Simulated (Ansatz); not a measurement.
# Lattice dynamics of (PbSe)1(SnTe)3 [001] superlattice, started as rocksalt type

Aim: the vibrations of (PbSe)1(SnTe)3 [001] superlattice, started as rocksalt type, their spectra, and whether the structure is stable.

Calculated with Ansatz 0.2.0; DFT PBE, scalar-relativistic, plane waves, PAW.

This is a report of a sequence of runs, with most program output left out.

The structure was built from a prototype and need not be the compound's stable phase.

**1. Starting point**

It takes space group P4/mmm (No. 123, tetragonal). The conventional cell has a = 4.428 Å, b = 4.428 Å, c = 12.525 Å, α = 90.00°, β = 90.00°, γ = 90.00°. Nearest to Pb lie 2 Te at 3.13 Å and 4 Se at 3.13 Å. Nearest to Se lie 2 Sn at 3.13 Å and 4 Pb at 3.13 Å. Nearest to Sn lie 5 Te at 3.13 Å and 1 Se at 3.13 Å. Nearest to Sn lie 6 Te at 3.13 Å. Nearest to Te lie 5 Sn at 3.13 Å and 1 Pb at 3.13 Å. Nearest to Te lie 6 Sn at 3.13 Å. Farther neighbours and most contacts between anions are not listed.

Coordinates:

```cif
data_structure
_symmetry_space_group_name_H-M 'P 1'
_symmetry_Int_Tables_number 1
_cell_length_a 4.4283
_cell_length_b 4.4283
_cell_length_c 12.5250
_cell_angle_alpha 90.000
_cell_angle_beta 90.000
_cell_angle_gamma 90.000
_cell_volume 245.61
loop_
_atom_site_label
_atom_site_type_symbol
_atom_site_fract_x
_atom_site_fract_y
_atom_site_fract_z
_atom_site_occupancy
Pb1 Pb 0.00000 0.00000 0.00000 1
Se2 Se 0.50000 0.50000 0.00000 1
Sn3 Sn 0.50000 0.50000 0.25000 1
Sn4 Sn 0.00000 0.00000 0.50000 1
Sn5 Sn 0.50000 0.50000 0.75000 1
Te6 Te 0.00000 0.00000 0.25000 1
Te7 Te 0.50000 0.50000 0.50000 1
Te8 Te 0.00000 0.00000 0.75000 1
```

**2. Relaxation**

Harmonic phonons are second derivatives at a point where the forces vanish, and they are wanted at zero stress, so atoms and cell are relaxed first.

The input, input.yaml:

```yaml
crystal:
  lattice:
    - [3.13125, 3.13125, 0.0]
    - [-3.13125, 3.13125, 0.0]
    - [0.0, 0.0, 12.525]
  atoms:
    - { symbol: Pb, position: [0.0, 0.0, 0.0] }
    - { symbol: Se, position: [0.5, 0.5, 0.0] }
    - { symbol: Sn, position: [0.5, 0.5, 0.25] }
    - { symbol: Sn, position: [0.0, 0.0, 0.5] }
    - { symbol: Sn, position: [0.5, 0.5, 0.75] }
    - { symbol: Te, position: [0.0, 0.0, 0.25] }
    - { symbol: Te, position: [0.5, 0.5, 0.5] }
    - { symbol: Te, position: [0.0, 0.0, 0.75] }
kpoints:
  mp_grid: { grid: [8, 8, 4] }
hamiltonian:
  xc: pbe
scf:
  occupations: { method: gaussian, width: 0.01 }
output:
  forces: true
  stress: true
  eigenvalues: true
  write_density: true
  write_potential: true
  elf: true
  volumetric_format: npy
relax:
  adjacent_minimum: "off"
  f_tol: 0.005
  max_steps: 80
  cell: { stress_tol: 0.05 }
```

Run with:

```bash
> ansatz run input.yaml --threads 8 --pin off --max-ram 14336MiB --backend cpu --events-out ev --progress --plain --runs-dir out
```

Run time: 38 s. Hardware: 8 threads of Arm Neoverse V2, shared host; peak memory 1.5 GiB; 4.8 min of CPU time.

Relaxation path:

| step | energy less that of the first step (eV) | largest force component (eV/Å) | pressure (GPa) | volume (Å³) |
| --- | --- | --- | --- | --- |
| 1 | 0.0000 | 0.3319 | 2.37 | 245.61 |
| 2 | -0.0835 | 0.1761 | -1.18 | 265.84 |
| 3 | -0.1211 | 0.0196 | -0.13 | 258.80 |
| 4 | -0.1217 | 0.0124 | 0.00 | 257.95 |
| 5 | -0.1217 | 0.0007 | 0.00 | 257.98 |
| 6* | -0.1236 | 0.0008 | 0.00 | 257.98 |

Relaxation steps marked * repeat the geometry before them on a plane-wave basis chosen anew for their cell, so energy and pressure can jump there.

The run keeps the 16 symmetry operations that it works with, so distortions that break them were not tested.

```
conventional cell, symmetrised  before   after  change
                         a (Å)   4.428   4.501  +1.6 %
                         b (Å)   4.428   4.501  +1.6 %
                         c (Å)  12.525  12.735  +1.7 %
              volume (Å³/atom)   30.70   32.25  +5.0 %
```

The atoms that moved most (Å, as changes of fractional coordinates times the final cell):

```
atom     dx     dy      dz  length
 Sn3  0.000  0.000  -0.094   0.094
 Sn5  0.000  0.000   0.094   0.094
 Te8  0.000  0.000  -0.031   0.031
 Te6  0.000  0.000   0.031   0.031
```

This step gave:

| Property | Result |
| --- | --- |
| pressure | -0.001818 GPa |
| gap on the k-mesh | 0.1523 eV |
| volume per atom | 32.25 Å³ |
| direct gap on mesh | 0.1523 eV |

Valence density in the ac plane at fractional y = 0.000, with atoms of Pb and Sn and Te within 0.2 Å of it. It is the smooth field of the valence electrons, not physical close to the nuclei.

Values in e/Å³, 24 rows by 14 columns, each cell a mean:
```
 6  4  2  0  0  0  0  0  0  0  0  1  2  5
 1  1  0  0  0  0  0  0  0  0  0  0  1  1
 0  0  0  0  0  0  0  0  0  0  0  0  0  0
 0  0  0  0  0  0  0  0  0  0  0  0  0  0
 3  2  1  0  0  0  0  0  0  0  0  0  1  2
13  8  2  1  0  0  0  0  0  0  0  1  4 10
10  6  2  0  0  0  0  0  0  0  0  1  3  8
 1  1  0  0  0  0  0  0  0  0  0  0  1  1
 0  0  0  0  0  0  0  0  0  0  0  0  0  0
 0  0  0  0  0  0  0  0  0  0  0  0  0  0
 3  2  1  0  0  0  0  0  0  0  0  0  1  2
12  7  2  0  0  0  0  0  0  0  0  1  3  9
 8  5  1  0  0  0  0  0  0  0  0  1  2  6
 1  1  0  0  0  0  0  0  0  0  0  0  0  1
 0  0  0  0  0  0  0  0  0  0  0  0  0  0
 0  0  0  0  0  0  0  0  0  0  0  0  0  0
 3  2  1  0  0  0  0  0  0  0  0  0  1  3
14  8  2  1  0  0  0  0  0  0  0  1  4 11
 9  5  1  0  0  0  0  0  0  0  0  1  3  7
 1  1  0  0  0  0  0  0  0  0  0  0  1  1
 0  0  0  0  0  0  0  0  0  0  0  0  0  0
 0  0  0  0  0  0  0  0  0  0  0  0  0  0
 3  2  1  0  0  0  0  0  0  0  0  0  1  2
 8  5  2  1  0  0  0  0  0  0  0  1  3  7
```
Columns run along a (4.5 Å), rows up along c (12.7 Å). Atoms in or near the plane, at fractional coordinates: Pb at (0.00, 0.00), Sn at (0.00, 0.50), Te at (0.00, 0.25), Te at (0.00, 0.75).

ELF in the ac plane at fractional y = 0.000, with atoms of Pb and Sn and Te within 0.2 Å of it. It is the smooth field of the valence electrons, not physical close to the nuclei.

Values, 24 rows by 14 columns, each cell a mean:
```
0.08 0.19 0.39 0.38 0.25 0.10 0.05 0.04 0.06 0.15 0.30 0.42 0.32 0.13
0.38 0.39 0.36 0.27 0.15 0.06 0.03 0.03 0.04 0.09 0.20 0.32 0.38 0.38
0.32 0.30 0.25 0.16 0.08 0.04 0.02 0.02 0.02 0.05 0.11 0.20 0.27 0.31
0.59 0.59 0.56 0.46 0.28 0.11 0.04 0.03 0.06 0.17 0.35 0.52 0.58 0.59
0.36 0.44 0.54 0.62 0.54 0.26 0.08 0.06 0.13 0.38 0.60 0.60 0.50 0.40
0.04 0.11 0.38 0.56 0.60 0.36 0.12 0.08 0.19 0.49 0.62 0.50 0.27 0.05
0.07 0.17 0.42 0.57 0.60 0.35 0.11 0.07 0.18 0.47 0.62 0.52 0.32 0.11
0.47 0.52 0.58 0.61 0.47 0.21 0.06 0.04 0.10 0.32 0.55 0.61 0.56 0.50
0.57 0.55 0.48 0.34 0.18 0.07 0.03 0.02 0.04 0.10 0.23 0.41 0.51 0.56
0.34 0.33 0.29 0.21 0.11 0.05 0.03 0.03 0.03 0.07 0.14 0.25 0.31 0.34
0.23 0.29 0.34 0.32 0.23 0.11 0.06 0.05 0.07 0.15 0.27 0.33 0.33 0.26
0.01 0.07 0.27 0.34 0.30 0.16 0.08 0.07 0.10 0.22 0.32 0.35 0.19 0.03
0.06 0.14 0.31 0.34 0.28 0.15 0.07 0.06 0.09 0.20 0.31 0.35 0.25 0.09
0.31 0.33 0.33 0.28 0.18 0.08 0.04 0.04 0.05 0.11 0.23 0.31 0.33 0.32
0.40 0.37 0.31 0.19 0.10 0.04 0.02 0.02 0.03 0.06 0.13 0.24 0.34 0.39
0.61 0.61 0.59 0.48 0.29 0.11 0.04 0.03 0.05 0.17 0.36 0.54 0.60 0.61
0.31 0.40 0.52 0.61 0.55 0.27 0.08 0.05 0.13 0.39 0.60 0.58 0.48 0.36
0.04 0.09 0.37 0.56 0.61 0.37 0.12 0.07 0.19 0.49 0.62 0.50 0.25 0.04
0.10 0.21 0.43 0.58 0.59 0.34 0.11 0.07 0.17 0.46 0.62 0.53 0.35 0.15
0.51 0.54 0.60 0.61 0.46 0.21 0.07 0.04 0.10 0.31 0.54 0.62 0.58 0.52
0.50 0.48 0.43 0.31 0.18 0.07 0.03 0.02 0.04 0.10 0.22 0.37 0.45 0.49
0.32 0.31 0.26 0.17 0.09 0.04 0.02 0.02 0.03 0.05 0.12 0.22 0.28 0.32
0.30 0.36 0.40 0.32 0.20 0.08 0.04 0.03 0.05 0.11 0.25 0.37 0.40 0.34
0.02 0.10 0.36 0.39 0.26 0.11 0.05 0.05 0.07 0.17 0.32 0.42 0.26 0.05
```
Columns run along a (4.5 Å), rows up along c (12.7 Å). Atoms in or near the plane, at fractional coordinates: Pb at (0.00, 0.00), Sn at (0.00, 0.50), Te at (0.00, 0.25), Te at (0.00, 0.75).

Electrostatic potential energy in the ac plane at fractional y = 0.000, with atoms of Pb and Sn and Te within 0.2 Å of it. With pseudopotentials it is smooth inside the atoms' cores, unlike the true potential.

Ten even steps from '0' (-27 eV) to '9' (37 eV), each cell a mean:
```
00035566554200
12355566655431
55555666665555
45556666665554
43355666655433
98335566654259
97335566655348
33455666665433
55556666666555
44555666665554
43345566655433
97335566654248
85245566655337
33455666655433
55556666665555
44556666665554
53345666655434
98335566654259
86345566655347
33455666665533
55556666666555
44555666665554
00245566655310
10035566554100
```
Columns run along a (4.5 Å; values clipped at the 3rd and 97th percentile), rows up along c (12.7 Å). Atoms in or near the plane, at fractional coordinates: Pb at (0.00, 0.00), Sn at (0.00, 0.50), Te at (0.00, 0.25), Te at (0.00, 0.75).

In this step the volume went from 30.70 to 32.25 Å³/atom.

**3. Tight relaxation**

Phonons need a cell at rest on their own settings, so the relaxation is repeated with tight tolerances on forces and stress, using the mesh and the filling of the phonon run that follows.

The input, input.yaml:

```yaml
crystal:
  lattice:
    - [3.182615188, 3.182615188, 0.0]
    - [-3.182615188, 3.182615188, 0.0]
    - [0.0, 0.0, 12.7347911068]
  atoms:
    - { symbol: Pb, position: [0.0, 0.0, 0.0] }
    - { symbol: Se, position: [0.5, 0.5, 0.0] }
    - { symbol: Sn, position: [0.5, 0.5, 0.242651854] }
    - { symbol: Sn, position: [0.0, 0.0, 0.5] }
    - { symbol: Sn, position: [0.5, 0.5, 0.757348146] }
    - { symbol: Te, position: [0.0, 0.0, 0.252437425] }
    - { symbol: Te, position: [0.5, 0.5, 0.5] }
    - { symbol: Te, position: [0.0, 0.0, 0.747562575] }
kpoints:
  mp_grid: { grid: [8, 8, 4] }
hamiltonian:
  xc: pbe
scf:
  occupations: { method: gaussian, width: 0.01 }
output:
  forces: true
  stress: true
  eigenvalues: true
relax:
  adjacent_minimum: "off"
  f_tol: 0.001
  max_steps: 60
  cell: { stress_tol: 0.01 }
```

It took 13 s on 8 threads; peak memory 1.4 GiB.

Little changed from the start: no atom moved by 0.005 Å and no cell edge by 0.1 %.

This step gave:

```yaml
pressure: -0.001815 GPa
```

The largest force component left is 0.80 meV/Å and the pressure is -0.002 GPa, within the tolerances set. The cell now holds 32.25 Å³/atom.

**4. Modes at Γ**

The zone centre is the only wavevector solved here; it holds the modes that light can see, as far as symmetry allows. No field response is asked.

Edit input.yaml of step 3 so:

```diff
@@ -21,9 +21,4 @@
 output:
-  forces: true
-  stress: true
   eigenvalues: true
-relax:
-  adjacent_minimum: "off"
-  f_tol: 0.001
-  max_steps: 60
-  cell: { stress_tol: 0.01 }
+phonons:
+  method: dfpt
```

The job ended after 3.5 min (8 threads; peak memory 4.3 GiB).

Numbers from this step:

```yaml
sum_rule_residual_before_enforcement: 2.23e-4 eV/Å²
point_group: 4/mmm
highest_optical_mode_at_the_zone_centre_no_lo_to_term: 104.7 cm⁻¹
lowest_optical_zone_centre_mode: -56.52 cm⁻¹
```

Without the LO-TO term. Patterns of degenerate modes are one choice out of their space. The modes at Γ (shares of kinetic energy by element, %) (negative means imaginary):

```csv
mode,frequency (cm⁻¹),symmetry,Pb %,Se %,Sn %,Te %
1,-56.5,A2u,0,21,57,21
2,-29.0,Eu,52,15,5,28
3,-29.0,Eu,52,15,5,28
4,0.0,acoustic,20,8,35,37
5,0.0,acoustic,20,8,35,37
6,0.0,acoustic,20,8,35,37
7,25.3,Eu,19,3,69,9
8,25.3,Eu,19,3,69,9
9,30.6,Eg,0,0,61,39
10,30.6,Eg,0,0,61,39
11,32.2,Eu,8,0,70,22
12,32.2,Eu,8,0,70,22
13,49.0,Eu,1,73,7,19
14,49.0,Eu,1,73,7,19
15,49.6,A2u,37,8,36,19
16,57.5,Eg,0,0,39,61
17,57.5,Eg,0,0,39,61
18,63.5,Eu,0,1,14,85
19,63.5,Eu,0,1,14,85
20,73.0,A2u,11,8,3,79
21,77.1,A1g,0,0,89,11
22,79.5,A2u,16,22,41,20
23,102.7,A2u,16,33,28,23
24,104.7,A1g,0,0,11,89
```

Displacements in mode 1 (-56.5 cm⁻¹), the largest set to 1:
```
Pb1  0.00  0.00  0.03
Se2  0.00  0.00 -1.00
Sn3  0.00  0.00  0.95
Sn4  0.00  0.00  0.05
Sn5  0.00  0.00  0.95
Te6  0.00  0.00 -0.28
Te7  0.00  0.00 -0.68
Te8  0.00  0.00 -0.28
```

Displacements in mode 19 (63.5 cm⁻¹), the largest set to 1:
```
Pb1  0.01  0.00  0.00
Se2  0.14  0.00  0.00
Sn3  0.22  0.00  0.00
Sn4 -0.44  0.00  0.00
Sn5  0.22  0.00  0.00
Te6 -0.55  0.00  0.00
Te7  1.00  0.00  0.00
Te8 -0.55  0.00  0.00
```

Before it was imposed, the acoustic sum rule was missed by 2.2e-4 eV/Å². Small misses are needed for a sound result but don't prove that mesh and cutoff are converged. The lowest optical mode is imaginary, 56.5i cm⁻¹, so the energy falls along it.

**5. Another isotope, element Pb, natural mass 207.2 amu**

An isotope changes the mass and not the force constants, so no new electronic calculation is needed; the shifts show which modes move this element.

The same force constants with the mass of Pb changed from 207.200 to 203.973 u (phonopy, no LO-TO term). Both lists are sorted by frequency; levels can cross, so a row need not hold one and the same mode. Modes under 3 cm⁻¹ are left out. Isotope shifts, by row:

| q | rank | natural mass (cm⁻¹) | changed mass (cm⁻¹) |
| --- | --- | --- | --- |
| 0 0 0 | 1 | -56.52 | -56.52 |
| 0 0 0 | 2 | -29 | -29.12 |
| 0 0 0 | 3 | -29 | -29.12 |
| 0 0 0 | 7 | 25.26 | 25.29 |
| 0 0 0 | 8 | 25.26 | 25.29 |
| 0 0 0 | 9 | 30.62 | 30.62 |
| 0 0 0 | 10 | 30.62 | 30.62 |
| 0 0 0 | 11 | 32.18 | 32.2 |
| 0 0 0 | 12 | 32.18 | 32.2 |
| 0 0 0 | 13 | 49.05 | 49.06 |
| 0 0 0 | 14 | 49.05 | 49.06 |
| 0 0 0 | 15 | 49.59 | 49.73 |
| 0 0 0 | 16 | 57.55 | 57.55 |
| 0 0 0 | 17 | 57.55 | 57.55 |
| 0 0 0 | 18 | 63.53 | 63.53 |
| 0 0 0 | 19 | 63.53 | 63.53 |
| 0 0 0 | 20 | 73.03 | 73.09 |
| 0 0 0 | 21 | 77.14 | 77.14 |
| 0 0 0 | 22 | 79.45 | 79.55 |
| 0 0 0 | 23 | 102.7 | 102.8 |
| 0 0 0 | 24 | 104.7 | 104.7 |

A mode of this element alone would shift by +0.79 %. The highest zone-centre frequency without the field goes from 104.7 to 104.7 cm⁻¹ (+0.0 %).

**6. Another isotope, element Se, natural mass 78.971 amu**

The same for Se, from 78.97 to 81.92 u.

The same force constants with the mass of Se changed from 78.971 to 81.917 u (phonopy, no LO-TO term). Both lists are sorted by frequency; levels can cross, so a row need not hold one and the same mode. Modes under 3 cm⁻¹ are left out. Isotope shifts, by row:

```
    q  rank  natural mass (cm⁻¹)  changed mass (cm⁻¹)
0 0 0     1               -56.52                -56.3
0 0 0     2                  -29               -28.92
0 0 0     3                  -29               -28.92
0 0 0     7                25.26                25.24
0 0 0     8                25.26                25.24
0 0 0     9                30.62                30.62
0 0 0    10                30.62                30.62
0 0 0    11                32.18                32.18
0 0 0    12                32.18                32.18
0 0 0    13                49.05                48.41
0 0 0    14                49.05                48.41
0 0 0    15                49.59                49.51
0 0 0    16                57.55                57.55
0 0 0    17                57.55                57.55
0 0 0    18                63.53                63.52
0 0 0    19                63.53                63.52
0 0 0    20                73.03                72.92
0 0 0    21                77.14                77.14
0 0 0    22                79.45                79.13
0 0 0    23                102.7                102.1
0 0 0    24                104.7                104.7
```

A mode of this element alone would shift by -1.81 %. The highest zone-centre frequency without the field goes from 104.7 to 104.7 cm⁻¹ (+0.0 %).

**7. Another isotope, element Sn, natural mass 118.71 amu**

The same for Sn, from 118.71 to 123.91 u.

The same force constants with the mass of Sn changed from 118.710 to 123.905 u (phonopy, no LO-TO term). Both lists are sorted by frequency; levels can cross, so a row need not hold one and the same mode. Modes under 3 cm⁻¹ are left out. Isotope shifts, by row:

| q | rank | natural mass (cm⁻¹) | changed mass (cm⁻¹) |
| --- | --- | --- | --- |
| 0 0 0 | 1 | -56.52 | -55.84 |
| 0 0 0 | 2 | -29 | -28.97 |
| 0 0 0 | 3 | -29 | -28.97 |
| 0 0 0 | 7 | 25.26 | 24.88 |
| 0 0 0 | 8 | 25.26 | 24.88 |
| 0 0 0 | 9 | 30.62 | 30.22 |
| 0 0 0 | 10 | 30.62 | 30.22 |
| 0 0 0 | 11 | 32.18 | 31.7 |
| 0 0 0 | 12 | 32.18 | 31.7 |
| 0 0 0 | 13 | 49.05 | 48.98 |
| 0 0 0 | 14 | 49.05 | 48.98 |
| 0 0 0 | 15 | 49.59 | 49.2 |
| 0 0 0 | 16 | 57.55 | 57.08 |
| 0 0 0 | 17 | 57.55 | 57.08 |
| 0 0 0 | 18 | 63.53 | 63.34 |
| 0 0 0 | 19 | 63.53 | 63.34 |
| 0 0 0 | 20 | 73.03 | 72.99 |
| 0 0 0 | 21 | 77.14 | 75.67 |
| 0 0 0 | 22 | 79.45 | 78.75 |
| 0 0 0 | 23 | 102.7 | 102.1 |
| 0 0 0 | 24 | 104.7 | 104.4 |

A mode of this element alone would shift by -2.12 %. The highest zone-centre frequency without the field goes from 104.7 to 104.4 cm⁻¹ (-0.2 %).

**8. Another isotope, element Te, natural mass 127.6 amu**

The same for Te, from 127.60 to 129.91 u.

The same force constants with the mass of Te changed from 127.600 to 129.906 u (phonopy, no LO-TO term). Both lists are sorted by frequency; levels can cross, so a row need not hold one and the same mode. Modes under 3 cm⁻¹ are left out. Isotope shifts, by row:

```
    q  rank  natural mass (cm⁻¹)  changed mass (cm⁻¹)
0 0 0     1               -56.52               -56.42
0 0 0     2                  -29               -28.93
0 0 0     3                  -29               -28.93
0 0 0     7                25.26                25.24
0 0 0     8                25.26                25.24
0 0 0     9                30.62                30.51
0 0 0    10                30.62                30.51
0 0 0    11                32.18                32.11
0 0 0    12                32.18                32.11
0 0 0    13                49.05                48.97
0 0 0    14                49.05                48.97
0 0 0    15                49.59                 49.5
0 0 0    16                57.55                57.23
0 0 0    17                57.55                57.23
0 0 0    18                63.53                63.04
0 0 0    19                63.53                63.04
0 0 0    20                73.03                72.52
0 0 0    21                77.14                77.06
0 0 0    22                79.45                79.31
0 0 0    23                102.7                102.5
0 0 0    24                104.7                103.8
```

A mode of this element alone would shift by -0.89 %. The highest zone-centre frequency without the field goes from 104.7 to 103.8 cm⁻¹ (-0.8 %).

**9. What came out**

```json
{"space group after relaxation (within 0.01 Å)": "P4/mmm", "volume per atom": "32.2 Å³", "gap on the k-mesh": "0.152 eV", "highest optical mode at the zone centre (no LO-TO term)": "105 cm⁻¹", "lowest optical zone-centre mode": "-56.5 cm⁻¹", "imaginary modes at Γ (the only wavevector solved)": "yes"}
```

In words: A zone-centre mode is imaginary (56.5i cm⁻¹), so this structure is not a minimum of the energy. Without the field, the optical modes at Γ span -57 to 105 cm⁻¹ (negative means imaginary). No dispersion was computed. The highest mode in this list at Γ, 104.7 cm⁻¹, is mostly motion of Te (89 % of the kinetic energy). Spin-orbit coupling is left out, which can matter for the heavy elements here. The starting cell was built on a prototype and not taken from a measurement, so the phase need not exist. These are harmonic frequencies at zero temperature: anharmonic shifts, linewidths and thermal expansion are left out.

[Logs are printed without paths, hosts, clocks, repeated set-up lines and the standing remarks that a program may print on its own settings, such as how far it seeks lower states.]

[Hosts, paths, dates, database ids (printed as entryN), source tags and the programs' standing remarks are cut or masked in the printed files.]
